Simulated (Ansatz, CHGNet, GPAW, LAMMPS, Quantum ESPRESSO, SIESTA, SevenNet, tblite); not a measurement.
**Glassy 40SiO2-28Al2O3-16Li2O-16SrO (mol %) (85 atoms) in GPAW**

Wanted: GPAW inputs and outputs for glassy 40SiO2-28Al2O3-16Li2O-16SrO (mol %) (85 atoms), checked against a plane-wave reference.

Program: GPAW 26.7.0. Level of theory: the method is named at each step. Results are calculated unless marked as measured.

## 1. The starting structure

The cell holds 85 atoms: 10 Si, 14 Al, 8 Li, 4 Sr and 49 O. Cell: a = 9.957 Å, b = 9.957 Å, c = 9.957 Å, α = 90.0°, β = 90.0°, γ = 90.0°. 85 atoms (10 Si, 14 Al, 8 Li, 4 Sr, 49 O) placed at random at 3.11 g/cm³, melted at 4000 K for 10 ps at fixed volume with the Morse and Coulomb pair potential with partial charges (Pedone, Malavasi, Menziani, Cormack and Segre, J. Phys. Chem. B 110, 11780 (2006)). Quenched from 4000 K to 300 K at 6 K/ps and fixed volume, held 5 ps, then minimised at fixed cell.

The yardstick, on the same geometry:

* method: Kohn-Sham DFT, PBE, SSSP efficiency 1.3.0 pseudopotentials, plane waves (Quantum ESPRESSO 7.5); sssp-pbe-1.3.0-efficiency, cutoffs 60/480 Ry, Γ point
* r.m.s. force component: 0.7764 eV/Å
* longest force: 3.004 eV/Å
* pressure: 7.794 GPa
* gap (highest filled to lowest empty level): 3.648 eV
* time: 5.9 min on 2 MPI ranks of Arm Neoverse V1, shared host
* CPU time: 12 min

## 2. PBE, LCAO dzp, h 0.18 Å

Method: Kohn-Sham DFT, PBE, PAW, atomic orbitals (dzp).

File run.py:

```python
import numpy as np
from ase.io import read
from gpaw import GPAW, FermiDirac

atoms = read("structure.xyz")
atoms.calc = GPAW(
    mode="lcao",
    basis="dzp",
    h=0.18,
    xc="PBE",
    kpts={"size": (1, 1, 1), "gamma": True},
    occupations=FermiDirac(0.05),
    maxiter=200,
    symmetry={"point_group": False},
    txt="gpaw.txt",
)
energy = atoms.get_potential_energy(force_consistent=True)
forces = atoms.get_forces()
print(f"energy {energy:.6f} eV")
print("forces (eV/A)")
for i, (a, f) in enumerate(zip(atoms, forces)):
    print(f"{i:4d} {a.symbol:2s} {f[0]:10.5f} {f[1]:10.5f} {f[2]:10.5f}")
print(f"Fermi level {atoms.calc.get_fermi_level():.4f} eV")
for k in range(len(atoms.calc.get_ibz_k_points())):
    for s in range(atoms.calc.get_number_of_spins()):
        e = atoms.calc.get_eigenvalues(kpt=k, spin=s)
        n = np.searchsorted(e, atoms.calc.get_fermi_level())
        print(f"k {k} spin {s} levels about the Fermi level:", np.round(e[max(n - 6, 0):n], 4).tolist(), "|", np.round(e[n:n + 6], 4).tolist())
```

File structure.xyz:

```xyz
85
Lattice="9.95650 0.00000 0.00000 0.00000 9.95650 0.00000 0.00000 0.00000 9.95650" Properties=species:S:1:pos:R:3 pbc="T T T"
Si 0.44077 9.13310 2.05413
Si 9.64954 6.20409 8.09165
Si 3.48398 2.33739 2.91447
Si 2.94234 1.64252 0.03624
Si 5.66246 9.04598 1.20344
Si 6.65383 4.54664 2.00414
Si 7.34999 8.45227 5.83053
Si 2.41495 5.33479 2.21443
Si 2.64773 9.28991 7.84064
Si 5.26161 5.44591 4.77952
Al 0.31921 2.91526 6.07426
Al 8.32473 7.08863 0.82987
Al 4.81466 8.64374 4.38793
Al 3.34538 2.88211 5.76909
Al 5.31368 0.40792 6.83862
Al 6.76942 5.92760 7.45523
Al 1.80004 0.40174 4.81387
Al 8.02852 3.39218 8.31895
Al 8.54377 0.98579 4.98323
Al 1.97477 3.89638 8.37332
Al 5.01489 4.34571 9.09516
Al 2.82406 7.69976 0.28177
Al 6.16168 1.75613 9.47042
Al 6.66140 1.90318 3.49941
Li 8.02653 1.08167 1.40705
Li 7.90297 4.07918 5.23154
Li 5.46761 8.02753 8.48334
Li 7.56694 8.64105 2.96963
Li 5.14532 6.45689 0.56951
Li 2.49540 8.12321 3.25130
Li 5.92242 3.10274 6.31999
Li 0.22681 8.62193 5.79757
Sr 2.50645 6.25149 6.28484
Sr 9.82149 2.98396 1.43672
Sr 9.61907 6.20698 3.80816
Sr 9.06290 0.14009 8.58718
O 1.70993 9.68479 6.60196
O 9.90443 0.42196 1.22176
O 0.20879 1.49547 5.07642
O 6.01691 9.40342 5.48085
O 6.85814 8.05132 0.74953
O 7.36313 3.21525 2.56101
O 5.62423 6.02309 8.68605
O 8.47338 9.57775 6.04399
O 7.84333 0.60396 3.39158
O 4.77992 6.95870 4.95844
O 8.28301 5.17658 8.01090
O 1.92011 3.11907 6.73657
O 3.54242 4.49138 8.28072
O 7.68164 7.59283 4.59403
O 4.16182 9.17063 7.39001
O 6.28882 3.46387 8.20077
O 3.08363 3.85834 2.49629
O 6.41089 5.17419 5.91147
O 7.77672 5.57843 1.49945
O 9.19911 2.59895 7.39419
[... 25 atom lines left out ...]
O 4.13802 4.34810 5.23563
O 1.86226 2.78782 9.66935
O 0.91719 5.12650 1.77654
O 7.03586 7.61881 7.11810
```

Command:

```sh
OMP_NUM_THREADS=1 python run.py > output.txt
```

Log:

```text
energy -567.529146 eV
forces (eV/A)
   0 Si    0.83631   -0.07680   -0.49782
   1 Si   -1.01439   -0.40041   -0.51285
   2 Si    0.15650    1.24006   -1.17840
   3 Si    1.37713    0.40800    0.09107
   4 Si   -0.50338   -0.07138    0.39504
   5 Si   -0.94107    0.15807    0.56509
   6 Si   -0.73882   -0.05327   -0.68050
   7 Si    0.14515   -0.10797    0.93149
   8 Si    0.69468    0.42080    0.50932
   9 Si    0.11367   -0.22633   -0.10322
  10 Al   -0.40748    0.57690    0.05568
  11 Al   -0.12381   -0.06775   -0.56904
  12 Al    0.44471   -0.48861   -0.19503
  13 Al    0.48489    0.15045   -0.53864
  14 Al   -0.31830    0.13599   -0.00278
  15 Al    0.18885   -0.01386   -0.77715
  16 Al    0.95636    0.19084   -0.34424
  17 Al    0.01017    0.86245    0.24667
  18 Al   -1.47937    0.43565   -0.80460
  19 Al    0.21783   -0.60793    0.13280
  20 Al    0.42613   -0.32942    0.32315
  21 Al   -0.35433    0.18476    0.56158
  22 Al   -0.62046    0.07697   -0.31949
  23 Al   -0.03510   -0.04853    0.76518
[...]
77 O     0.27417   -0.26247    0.21264
  78 O    -1.16415   -1.90340    0.54957
  79 O    -0.07678   -0.37658    2.15081
  80 O     1.19035   -0.73427    0.67476
  81 O    -0.96321    0.21818    0.20459
  82 O    -2.39157    0.28436    1.12110
  83 O    -3.53758   -1.02050   -0.90798
  84 O    -0.48487   -0.02307    3.06293
Fermi level 5.4061 eV
k 0 spin 0 levels about the Fermi level: [3.2191, 3.2828, 3.5057, 3.634, 3.8655, 3.984] | [7.5291, 8.674, 8.9871, 9.2374, 9.2857, 9.3783]
```

gpaw.txt:

```text
Input parameters:
  mode=LCAO(),
  basis={'default': 'dzp'},
  h=0.18,
  kpts=MonkhorstPack(size=(1, 1, 1), gamma=True),
  maxiter=200,
  occupations=Occupations(name='fermi-dirac', width=0.05, fixmagmom=False),
  symmetry=Symmetry(point_group=False),
  xc=XC(name='PBE')
Unit cell  # Å
| periodic |        x |        y |        z |  lengths |    angles |
|----------|----------|----------|----------|----------|-----------|
|      yes | 9.956500 | 0.000000 | 0.000000 | 9.956500 | 90.000000 |
|      yes | 0.000000 | 9.956500 | 0.000000 | 9.956500 | 90.000000 |
|      yes | 0.000000 | 0.000000 | 9.956500 | 9.956500 | 90.000000 |
Number of symmetries: 1
Symmetry operations  # r_c * U_cc + t_c -> r_c
|   | kind |            matrix            |
|---|------|------------------------------|
| 0 |  E   |  1, 0, 0,  0, 1, 0,  0, 0, 1 |
BZ-sampling:
  Number of BZ points: 1
  Number of IBZ points: 1
  Monkhorst-Pack size: [1, 1, 1]
  Monkhorst-Pack shift: [0, 0, 0]
[... lines left out ...]
eigensolver:
density mixing:
  MSR1-Mixer
occupation numbers:
  Fermi-Dirac:
    width: 0.0500  # eV
FastPoissonSolver using
    Stencil: 6*3+1=19 point O(h^6) finite-difference Laplacian
xc functional:
  name: PBE with 2 nearest neighbor stencil
interpolation: tri-quintic # 5. degree polynomial
Initialization done in: 13.569 s
convergence criteria:
- Maximum [total energy] change in last 3 cyles: 0.0005 eV / valence electron
- Maximum integral of absolute [dens]ity change: 0.0001 electrons / valence electron
- Maximum integral of absolute [eigenst]ate change: 4e-08 eV^2 / valence electron
maximum number of iterations: 200
SCF iterations
|iter     |      energy | eigst |  dens |
|---------|-------------|-------|-------|
|iter:   1| -619.301817 |      c|       |
|iter:   2| -605.807959 |      c| -0.77 |
|iter:   3| -566.903995 |      c| -0.82 |
|iter:   4| -567.311857 |      c| -1.42 |
|iter:   5| -567.571717 |      c| -1.71 |
|iter:   6| -567.530113 |      c| -2.30 |
|iter:   7| -567.529409c|      c| -3.06 |
|iter:   8| -567.529152c|      c| -3.41 |
|iter:   9| -567.529145c|      c| -3.90 |
|iter:  10| -567.529146c|      c| -4.38c|
Converged in 10 steps
SCF loop duration: 275.336 s (27.534 s/step)
Energy contributions relative to reference atoms: (reference = -618922.513560)
Energy contributions:
  Kinetic:         822.015376
  Coulomb:        -710.713206
  Zero:              7.174440
  External:          0.000000
  Xc:             -686.005756
  Entropy:          -0.000000
  Spinorbit:         0.000000
  ----------------------------
  Free energy:    -567.529146
  Extrapolated:   -567.529146
dipole moment: (109.885666, -25.376048, 3.566296)  # |e|*Ang
Fermi level: 5.406
Eigenvalues  # (at kpt = [0.000, 0.000, 0.000])
| band index |      eig [eV] | occ [0-2] |
|------------|---------------|-----------|
|          0 |       -30.457 |     2.000 |
|        ... |               |           |
|        204 |         3.171 |     2.000 |
|        205 |         3.188 |     2.000 |
[...]
|        219 |         9.692 |     0.000 |
|        ... |               |           |
|        258 |        12.382 |     0.000 |
Gap: 3.545 eV
Transition (v -> c):
  (s=0, k=0, n=211, [0.00, 0.00, 0.00]) -> (s=0, k=0, n=212, [0.00, 0.00, 0.00])
No difference between direct/indirect transitions
Force computation time: 72.735  # s
timing:  # [seconds]
  Total:  361.687  # ━━━━━━━━━━━━━━━━━━━━━━━━━━━━━━━━━━━━━━━━━━━━━━━━━━━━━━━━
  Init:    13.569  # ━━
  SCF:    275.336  # ━━━━━━━━━━━━━━━━━━━━━━━━━━━━━━━━━━━━━━━━━━╸
  Forces:  72.735  # ━━━━━━━━━━━╸
```

Run time: 6.1 min. Hardware: 1 thread of Arm Neoverse V1, shared host; peak memory 1.8 GiB.

Banners, paths, timers and routine set-up lines are dropped from the logs unmarked, and long logs keep their key lines alone; longer cuts are marked.

Against the reference:

```
r.m.s. force component                           : 1.012 eV/Å
r.m.s. difference of force components            : 270.9 meV/Å
longest difference of force vectors              : 933.4 meV/Å
force difference over r.m.s. force               : 34.89 %
slope of forces against the reference's          : 1.288
correlation of force components                  : 0.9886
gap (highest filled to lowest empty level) : 3.545 eV
gap difference                                   : -0.1031 eV
```

This run lies far from the reference in forces at the same functional. Basis and potentials both differ; the latter hold 424 valence electrons against the reference's 440.

Length of the force difference by element (eV/Å):

```csv
element,atoms,mean,most
Al,14,0.18,0.34
Li,8,0.11,0.23
O,49,0.56,0.93
Si,10,0.18,0.25
Sr,4,0.079,0.12
```

Levels nearest the highest filled one (eV from it): -0.76, -0.70, -0.48, -0.35, -0.12, 0.00, 3.55, 4.69, 5.00, 5.25, 5.30, 5.39.

The surroundings of Sr33, one of the 4 Sr atoms, nearest first, numbered as they follow in the input and with coordinates relative to it.

```csv
atom,x,y,z,distance (Å),bonds,Fx,Fy,Fz (eV/Å)
Sr33,0.00,0.00,0.00,0.00,7,0.24,-0.26,-0.01
O60,-2.52,0.70,0.45,2.66,4,0.96,1.64,-2.57
O82,1.63,-1.90,-1.05,2.72,4,-0.96,0.22,0.20
O74,-0.17,-0.04,-2.72,2.72,4,-0.29,1.52,2.56
O46,2.27,0.71,-1.33,2.73,3,-1.27,0.98,0.63
O77,-0.21,1.63,2.28,2.81,3,-0.86,-1.77,-0.46
O49,1.04,-1.76,2.00,2.86,3,-0.21,1.18,-1.30
O81,-1.67,-1.10,2.06,2.88,3,1.19,-0.73,0.67
Al20,-0.53,-2.36,2.09,3.19,4,0.22,-0.61,0.13
```

Atoms are counted from 1 here, from 0 in the log.

Forces lie 35 % from the reference's, at 0.52 times its CPU time (on 1 against 2 cores).

The difference per atom is largest on O (0.56 eV/Å on average, against 0.18 on Al).

## 3. revPBE, LCAO dzp, h 0.18 Å

Method: Kohn-Sham DFT, revPBE, PAW, atomic orbitals (dzp).

run.py: that of step 2 with these lines changed.

```diff
@@ -9,3 +9,3 @@
     h=0.18,
-    xc="PBE",
+    xc="revPBE",
     kpts={"size": (1, 1, 1), "gamma": True},
```

structure.xyz is that of step 2.

Log:

```text
energy -541.269526 eV
forces (eV/A)
   0 Si    0.85062   -0.06047   -0.50395
   1 Si   -1.03541   -0.39860   -0.52453
   2 Si    0.16246    1.25727   -1.18388
   3 Si    1.38905    0.41552    0.09250
   4 Si   -0.51444   -0.06417    0.39935
   5 Si   -0.95306    0.15858    0.56832
[...]
82 O    -2.48262    0.28688    1.16484
  83 O    -3.64595   -1.02394   -0.96908
  84 O    -0.47782    0.01930    3.14539
Fermi level 5.5520 eV
k 0 spin 0 levels about the Fermi level: [3.3508, 3.4109, 3.6505, 3.7729, 4.0084, 4.1228] | [7.801, 8.9443, 9.2377, 9.4812, 9.5285, 9.6351]
```

gpaw.txt:

```text
Input parameters:
  mode=LCAO(),
  basis={'default': 'dzp'},
  h=0.18,
  kpts=MonkhorstPack(size=(1, 1, 1), gamma=True),
  maxiter=200,
  occupations=Occupations(name='fermi-dirac', width=0.05, fixmagmom=False),
[... lines left out ...]
  Fermi-Dirac:
[... lines left out ...]
convergence criteria:
- Maximum [total energy] change in last 3 cyles: 0.0005 eV / valence electron
[... lines left out ...]
Converged in 10 steps
[... lines left out ...]
  Free energy:    -541.269526
[... lines left out ...]
Fermi level: 5.552
[... lines left out ...]
|        ... |               |           |
|        258 |        12.625 |     0.000 |
Gap: 3.678 eV
Transition (v -> c):
  (s=0, k=0, n=211, [0.00, 0.00, 0.00]) -> (s=0, k=0, n=212, [0.00, 0.00, 0.00])
No difference between direct/indirect transitions
Force computation time: 72.698  # s
timing:  # [seconds]
  Total:  360.133  # ━━━━━━━━━━━━━━━━━━━━━━━━━━━━━━━━━━━━━━━━━━━━━━━━━━━━━━━━
  Init:    13.549  # ━━
  SCF:    273.845  # ━━━━━━━━━━━━━━━━━━━━━━━━━━━━━━━━━━━━━━━━━━╸
  Forces:  72.698  # ━━━━━━━━━━━╸
```

The job ended after 6 min (1 thread; peak memory 1.8 GiB).

Numbers from this run, and their distance from the reference:

| Property | Result |
| --- | --- |
| r.m.s. force component | 1.038 eV/Å |
| r.m.s. difference of force components | 299.2 meV/Å |
| longest difference of force vectors | 1055 meV/Å |
| force difference over r.m.s. force | 38.53 % |
| slope of forces against the reference's | 1.319 |
| correlation of force components | 0.9868 |
| gap (highest filled to lowest empty level) | 3.678 eV |
| gap difference | 0.03 eV |

Against the first run (35 %), the force difference from the reference is 39 %, at 1.00 times the CPU time; the model has changed, so this is no error of the program alone.

The difference per atom is largest on O (0.62 eV/Å on average, against 0.21 on Al).

(Continued in part 2 of 2.)

[Also dropped from logs without a mark: logging warnings of Python, and SIESTA's first energy breakdown and zero terms.]

[Logs are printed without paths, hosts, clocks, repeated set-up lines and the standing remarks that a program may print on its own settings, such as how far it seeks lower states.]

[Hosts, paths, dates, database ids (printed as entryN), source tags and the programs' standing remarks are cut or masked in the printed files.]
